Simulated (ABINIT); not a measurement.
# Quasiparticle gap of Y2CrH6 (Fm-3m) in ABINIT

How does a plane-wave GW calculation on Y2CrH6 (Fm-3m) run from the first input to the gap?

Main program and level: ABINIT 10.8.3; PBEsol and many-body steps on it, plane waves.

## (1) The structure

Symmetry: Fm-3m, No. 225, cubic system. Conventional cell: a = 6.999 Å, b = 6.999 Å, c = 6.999 Å, α = 90.00°, β = 90.00°, γ = 90.00°. Y has 12 H at 2.47 Å nearest. Cr has 6 H at 1.72 Å nearest. H has 1 Cr at 1.72 Å and 4 H at 2.43 Å and 4 Y at 2.47 Å nearest. Farther neighbours, and contacts between anions beyond the nearest, are not listed.

The cell and positions are those that the Materials Project relaxed with its own functionals (PBE, PBE+U or r2SCAN), kept fixed.

## (2) Ground state

This step: ABINIT 10.8.3; DFT, PBEsol with spin-orbit coupling, plane waves, norm-conserving pseudopotentials.

The ground-state density comes first.

run.abi reads:

```
acell 3*1.0 Angstrom
rprim 
  0.000000000000 3.499313000000 3.499313000000
  3.499313000000 0.000000000000 3.499313000000
  3.499313000000 3.499313000000 -0.000000000000
ntypat 3
znucl 39 24 1
natom 9
typat 1 1 2 3 3 3 3 3 3
xred 
  0.750000000000 0.750000000000 0.750000000000
  0.250000000000 0.250000000000 0.250000000000
  0.000000000000 0.000000000000 0.000000000000
  0.754389000000 0.754389000000 0.245611000000
  0.245611000000 0.754389000000 0.245611000000
  0.754389000000 0.245611000000 0.245611000000
  0.245611000000 0.245611000000 0.754389000000
  0.754389000000 0.245611000000 0.754389000000
  0.245611000000 0.754389000000 0.754389000000
pp_dirpath "pseudos"
pseudos "Y.upf, Cr.upf, H.upf"
ecut 43
nspinor 2
ngkpt 4 4 4
nshiftk 1
shiftk 0 0 0
kptopt 1
chksymbreak 0
nband 58
occopt 1
tolvrs 1e-10
nstep 60
prtwf 0
optforces 0
optstress 0
indata_prefix "in"
outdata_prefix "out"
tmpdata_prefix "tmp"
```

The run is started by

```console
OMP_NUM_THREADS=1 mpirun -n 4 abinit run.abi > log
```

Output:

```text
.Version 10.8.3 of ABINIT. v10.8.2 released Aug 2026.

 Symmetries : space group Fm -3 m (#225); Bravais cF (face-center cubic)
================================================================================
 Values of the parameters that define the memory need of the present run
     intxc =       0    ionmov =       0      iscf =       7    lmnmax =      16
     lnmax =      16     mgfft =      60  mpssoang =       5    mqgrid =    3001
     natom =       9  nloc_mem =       1    nspden =       1   nspinor =       2
    nsppol =       1      nsym =      48    n1xccc =    2501    ntypat =       3
    occopt =       1   xclevel =       2
-    mband =          58        mffmem =           1         mkmem =           2
       mpw =        7848          nfft =      216000          nkpt =           8
================================================================================
  Rough estimation (10% accuracy) of disk space for files :
================================================================================

--------------------------------------------------------------------------------
------------- Echo of variables that govern the present computation ------------
--------------------------------------------------------------------------------
 -outvars: echo values of preprocessed input variables --------
            acell      1.8897261259E+00  1.8897261259E+00  1.8897261259E+00 Bohr

      chksymbreak           0
             ecut      4.30000000E+01 Hartree
-          fftalg         312

              ixc     -116133
              kpt      0.00000000E+00  0.00000000E+00  0.00000000E+00
                       2.50000000E-01  0.00000000E+00  0.00000000E+00
                       5.00000000E-01  0.00000000E+00  0.00000000E+00
                       2.50000000E-01  2.50000000E-01  0.00000000E+00
                       5.00000000E-01  2.50000000E-01  0.00000000E+00
                      -2.50000000E-01  2.50000000E-01  0.00000000E+00
                       5.00000000E-01  5.00000000E-01  0.00000000E+00
                      -2.50000000E-01  5.00000000E-01  2.50000000E-01
         kptrlatt        4    0    0      0    4    0      0    0    4
          kptrlen      3.74073245E+01
P           mkmem           2
            natom           9
            nband          58
            ngfft          60      60      60
             nkpt           8
          nspinor           2
            nstep          60
             nsym          48
           ntypat           3
              occ      1.000000  1.000000  1.000000  1.000000  1.000000  1.000000
                       1.000000  1.000000  1.000000  1.000000  1.000000  1.000000
                       1.000000  1.000000  1.000000  1.000000  1.000000  1.000000
                       1.000000  1.000000  1.000000  1.000000  1.000000  1.000000
                       1.000000  1.000000  1.000000  1.000000  1.000000  1.000000
                       1.000000  1.000000  1.000000  1.000000  1.000000  1.000000
                       1.000000  1.000000  1.000000  1.000000  1.000000  1.000000
                       0.000000  0.000000  0.000000  0.000000  0.000000  0.000000
                       0.000000  0.000000  0.000000  0.000000  0.000000  0.000000
                       0.000000  0.000000  0.000000  0.000000
        optforces           0
        optstress           0
            prtwf           0
            rprim      0.0000000000E+00  3.4993130000E+00  3.4993130000E+00
                       3.4993130000E+00  0.0000000000E+00  3.4993130000E+00
                       3.4993130000E+00  3.4993130000E+00 -0.0000000000E+00
          spgroup         225

           tolvrs      1.00000000E-10

             xred      7.5000000000E-01  7.5000000000E-01  7.5000000000E-01
                       2.5000000000E-01  2.5000000000E-01  2.5000000000E-01
[...]
znucl       39.00000   24.00000    1.00000

================================================================================

 chkinp: Checking input parameters for consistency.

================================================================================
== DATASET  1 ==================================================================
-   mpi_nproc: 4, omp_nthreads: 1 (-1 if OMP is not activated)

--- !DatasetInfo
iteration_state: {dtset: 1, }
dimensions: {natom: 9, nkpt: 8, mband: 58, nsppol: 1, nspinor: 2, nspden: 1, mpw: 7848, }
cutoff_energies: {ecut:  43.0, pawecutdg:  -1.0, }
electrons: {nelect:   4.20000000E+01, charge:   0.00000000E+00, occopt:   1.00000000E+00, tsmear:   1.00000000E-02, }

 Real(R)+Recip(G) space primitive vectors, cartesian coordinates (Bohr,Bohr^-1):
 R(1)=  0.0000000  6.6127432  6.6127432  G(1)= -0.0756116  0.0756116  0.0756116
 R(2)=  6.6127432  0.0000000  6.6127432  G(2)=  0.0756116 -0.0756116  0.0756116
 R(3)=  6.6127432  6.6127432  0.0000000  G(3)=  0.0756116  0.0756116 -0.0756116
 Unit cell volume ucvol=  5.7832900E+02 bohr^3
 Angles (23,13,12)=  6.00000000E+01  6.00000000E+01  6.00000000E+01 degrees

 getcut: wavevector=  0.0000  0.0000  0.0000  ngfft=  60  60  60
         ecut(hartree)=     43.000   => boxcut(ratio)=   2.17348

--- Pseudopotential description ------------------------------------------------
- Y Generated using ONCVPSP code by D. R. Hamann
- 39.00000  11.00000  180509                  znucl, zion, pspdat
[...]
spin-orbit 2    0.006741    0.003383   -0.000029
 pspatm: atomic psp has been read  and splines computed

- H Generated using ONCVPSP code by D. R. Hamann
-  1.00000   1.00000  180509                  znucl, zion, pspdat
12 -116133 1 -1 1180                          pspcod,pspxc,lmax,lloc,mmax
     nproj     2     2     0     0
     spin-orbit psp
        nprojso     2     0     0
  pspatm : epsatm=    0.35588979
         --- l  ekb(1:nproj) -->
[...]
spin-orbit 1    0.000425   -0.000168
 pspatm: atomic psp has been read  and splines computed

   2.37327777E+03                                ecore*ucvol(ha*bohr**3)
--------------------------------------------------------------------------------

_setup2: Arith. and geom. avg. npw (full set) are    7786.234    7786.217

================================================================================

--- !BeginCycle
iteration_state: {dtset: 1, }
solver: {iscf: 7, nstep: 60, nline: 4, wfoptalg: 0, }
tolerances: {tolvrs: 1.00E-10, }

     iter   Etot(hartree)      deltaE(h)  residm     vres2
 ETOT  1  -172.62579309600    -1.726E+02 8.062E-02 9.037E+03
 ETOT  2  -160.88989874238     1.174E+01 1.232E-01 1.209E+05
 ETOT  3  -173.02149952612    -1.213E+01 5.829E-02 1.094E+04
 ETOT  4  -173.12590974692    -1.044E-01 2.930E-02 1.033E+04
 ETOT  5  -174.02957090259    -9.037E-01 1.156E-02 3.580E+02
 ETOT  6  -173.52219274640     5.074E-01 1.291E-02 5.057E+03
 ETOT  7  -173.96480634775    -4.426E-01 2.869E-03 9.651E+02
 ETOT  8  -174.02438879455    -5.958E-02 2.120E-03 4.825E+02
 ETOT  9  -174.06661309782    -4.222E-02 1.981E-03 1.567E+02
 ETOT 10  -174.08236620320    -1.575E-02 2.123E-03 3.985E+01
[...]
ETOT 14  -174.08682090938    -6.244E-07 9.119E-03 2.243E-06
 ETOT 15  -174.08682091025    -8.639E-10 3.797E-04 6.619E-06
 ETOT 16  -174.08682091140    -1.154E-09 4.405E-04 4.038E-07
 ETOT 17  -174.08682091145    -5.267E-11 7.510E-05 1.256E-09
 ETOT 18  -174.08682091147    -1.378E-11 1.493E-04 4.565E-11

 At SCF step   18       vres2   =  4.57E-11 < tolvrs=  1.00E-10 =>converged.

--- !ResultsGS
iteration_state: {dtset: 1, }
comment   : Summary of ground state results
lattice_vectors:
- [  0.0000000,   6.6127432,   6.6127432, ]
- [  6.6127432,   0.0000000,   6.6127432, ]
- [  6.6127432,   6.6127432,  -0.0000000, ]
lattice_lengths: [   9.35183,    9.35183,    9.35183, ]
lattice_angles: [ 60.000,  60.000,  60.000, ] # degrees, (23, 13, 12)
lattice_volume:   5.7832900E+02
convergence: {deltae: -1.378E-11, res2:  4.565E-11, residm:  1.493E-04, diffor:  0.000E+00, }
etotal    :  -1.74086821E+02
entropy   :   0.00000000E+00
fermie    :   2.84110859E-01
cartesian_stress_tensor: null
pressure_GPa: null
xred      :
- [  7.5000E-01,   7.5000E-01,   7.5000E-01,  Y]
- [  2.5000E-01,   2.5000E-01,   2.5000E-01,  Y]
- [  0.0000E+00,   0.0000E+00,   0.0000E+00, Cr]
- [  7.5439E-01,   7.5439E-01,   2.4561E-01,  H]
- [  2.4561E-01,   7.5439E-01,   2.4561E-01,  H]
- [  7.5439E-01,   2.4561E-01,   2.4561E-01,  H]
- [  2.4561E-01,   2.4561E-01,   7.5439E-01,  H]
- [  7.5439E-01,   2.4561E-01,   7.5439E-01,  H]
- [  2.4561E-01,   7.5439E-01,   7.5439E-01,  H]
cartesian_forces: null
force_length_stats: {min: null, max: null, mean: null, }

 Integrated electronic density in atomic spheres:
 ------------------------------------------------
 Atom  Sphere_radius  Integrated_density
[...]
================================================================================

 ----iterations are completed or convergence reached----

 Mean square residual over all n,k,spin=   70.056E-08; max=  14.935E-05
 reduced coordinates (array xred) for    9 atoms
[...]
0.245611      0.754389      0.245611
       0.754389      0.245611      0.245611
       0.245611      0.245611      0.754389
       0.754389      0.245611      0.754389
       0.245611      0.754389      0.754389
 rms dE/dt=  0.0000E+00; max dE/dt=  0.0000E+00; dE/dt below (all hartree)
    1       0.000000      0.000000      0.000000
    2       0.000000      0.000000      0.000000
    3       0.000000      0.000000      0.000000
    4       0.000000      0.000000      0.000000
    5       0.000000      0.000000      0.000000
    6       0.000000      0.000000      0.000000
[...]
cartesian coordinates (angstrom) at end:
[...]
5      3.499313     1.718940     3.499313
    6      1.718940     3.499313     3.499313
    7      3.499313     3.499313     1.718940
    8      3.499313     5.279686     3.499313
    9      5.279686     3.499313     3.499313
 length scales=  1.889726  1.889726  1.889726 bohr
              =  1.000000  1.000000  1.000000 angstroms
 prteigrs : about to open file out_EIG
 Fermi (or HOMO) energy (hartree) =   0.28411   Average Vxc (hartree)=  -0.39944
 Eigenvalues (hartree) for nkpt=   8  k points:
 kpt#   1, nband= 58, wtk=  0.01563, kpt=  0.0000  0.0000  0.0000 (reduced coord)
  -2.29529   -2.29529   -1.27456   -1.27456   -1.27138   -1.27138   -1.26791   -1.26791
  -1.23693   -1.23693   -1.23693   -1.23693   -0.57838   -0.57838   -0.56818   -0.56818
  -0.52658   -0.52658   -0.52658   -0.52658   -0.51446   -0.51446   -0.51446   -0.51446
  -0.03465   -0.03465    0.11295    0.11295    0.11380    0.11380    0.11380    0.11380
   0.12143    0.12143    0.12143    0.12143    0.28245    0.28245    0.28411    0.28411
   0.28411    0.28411    0.35581    0.35581    0.35581    0.35581    0.41947    0.41947
   0.45801    0.45801    0.45801    0.45801    0.45840    0.45840    0.51218    0.51263
   0.51949    0.51950
 prteigrs : prtvol=0 or 1, do not print more k-points.

--- !EnergyTerms
iteration_state     : {dtset: 1, }
comment             : Components of total free energy in Hartree
kinetic             :  6.487914E+01
hartree             :  4.418997E+01
xc                  : -3.107625E+01
Ewald energy        : -1.124510E+02
psp_core            :  4.103681E+00
local_psp           : -1.451779E+02
non_local_psp       :  1.445589E+00
total_energy        : -1.740868E+02
total_energy_eV     : -4.737144E+03
band_energy         : -2.073519E+01

== END DATASET(S) ==============================================================
================================================================================

 -outvars: echo values of variables after computation  --------
           etotal     -1.7408682091E+02
            nband          58
             nkpt           8
          spgroup         225
 [... the other variables as echoed above ...]

 Calculation completed.
```

It took 6.3 min on 4 MPI ranks of Arm Neoverse N1, shared host; peak memory 0.63 GiB.

Numbers from this step:

- total energy: -4737.1437 eV
- gap: 0.2522 eV
- k of the valence top: 0, 0, 0
- k of the conduction bottom: 0.5, 0.5, 0
- least direct gap: 0.4705 eV

The gap is indirect, with the least direct gap 0.22 eV higher.

(Continued in part 2 of 3.)

[Long decimals in the printed logs are rounded to 6 places.]

[Logs are printed without paths, hosts, clocks, repeated set-up lines and the standing remarks that a program may print on its own settings, such as how far it seeks lower states.]

[Paths, hosts, dates, memory and timing lines, banners, echoed tables and standing remarks are left out of the program output; an Ansatz launch command may be rebuilt from the run's recorded settings. Measured values are a selection of at most five: reports struck by readers or far from the other reports are left out. None is set beside runs whose start may be inverted or whose files or cutoffs have a known fault.]

[Runs of the session that timed out or met a known fault of the program may be left out.]

[Hosts, paths, dates, database ids (printed as entryN), source tags and the programs' standing remarks are cut or masked in the printed files.]

[G0W0 gaps are taken among the corrected bands and points alone; a level outside them can change the order at an edge.]

[Where Ansatz stands beside ABINIT at settings called matched, ABINIT's density can come from a denser mesh and the files from another edition; pairs whose starting gaps differed by over 0.03 eV were left out, so agreement reads better than it is.]
